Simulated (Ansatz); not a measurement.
Rows from a G0W0 calculation on KBaBiWO6 (F-43m) (Ansatz 0.2.0; G0W0 on PBE with a share 0.75 of exact exchange, plane waves, PAW; PAW set soft_1; 2×2×2 mesh, 663 empty bands, screening to 150 eV, PAW set soft_1 files), in eV. Spin-orbit coupling is left out.

```
row                       k  band   start       Σx  Σc at the solution      Vxc
  A  (0.000, 0.000, -0.500)    c2  13.531  -12.733              -3.642  -15.359
  B  (0.000, 0.000, -0.500)    v1   5.344  -25.337               1.876  -25.414
  C  (0.000, 0.000, -0.500)    v3   2.834  -25.301               3.224  -24.866
  D  (0.000, 0.000, -0.500)    c1  13.052  -12.159              -3.674  -14.791
  E  (0.000, 0.000, -0.500)    v2   3.063  -25.499               3.306  -25.026
```

**Question.** Work out each quasiparticle level and how far it moved.

The quasiparticle equation reads E = start + Σx + Σc(E) − Vxc.

```
row  E (eV)  shift (eV)
  A  12.514      −1.017
  B   7.297      +1.953
  C   5.623      +2.789
  D  12.011      −1.041
  E   5.895      +2.833
```

The gap over the computed points goes from 7.71 eV to 4.71 eV.

Limits: not at the basis limit; no spin-orbit coupling; coarse k mesh.

[Paths, hosts, dates, memory and timing lines, banners, echoed tables and standing remarks are left out of the program output.]

[Logs are printed without paths, hosts, clocks, repeated set-up lines and the standing remarks that a program may print on its own settings, such as how far it seeks lower states.]

[Runs of the session that timed out or met a known fault of the program may be left out.]

[Cells called generated may have been cut or substituted from an entry of the Crystallography Open Database or the Materials Project.]

[Hosts, paths, dates, database ids (printed as entryN), source tags and the programs' standing remarks are cut or masked in the printed files.]
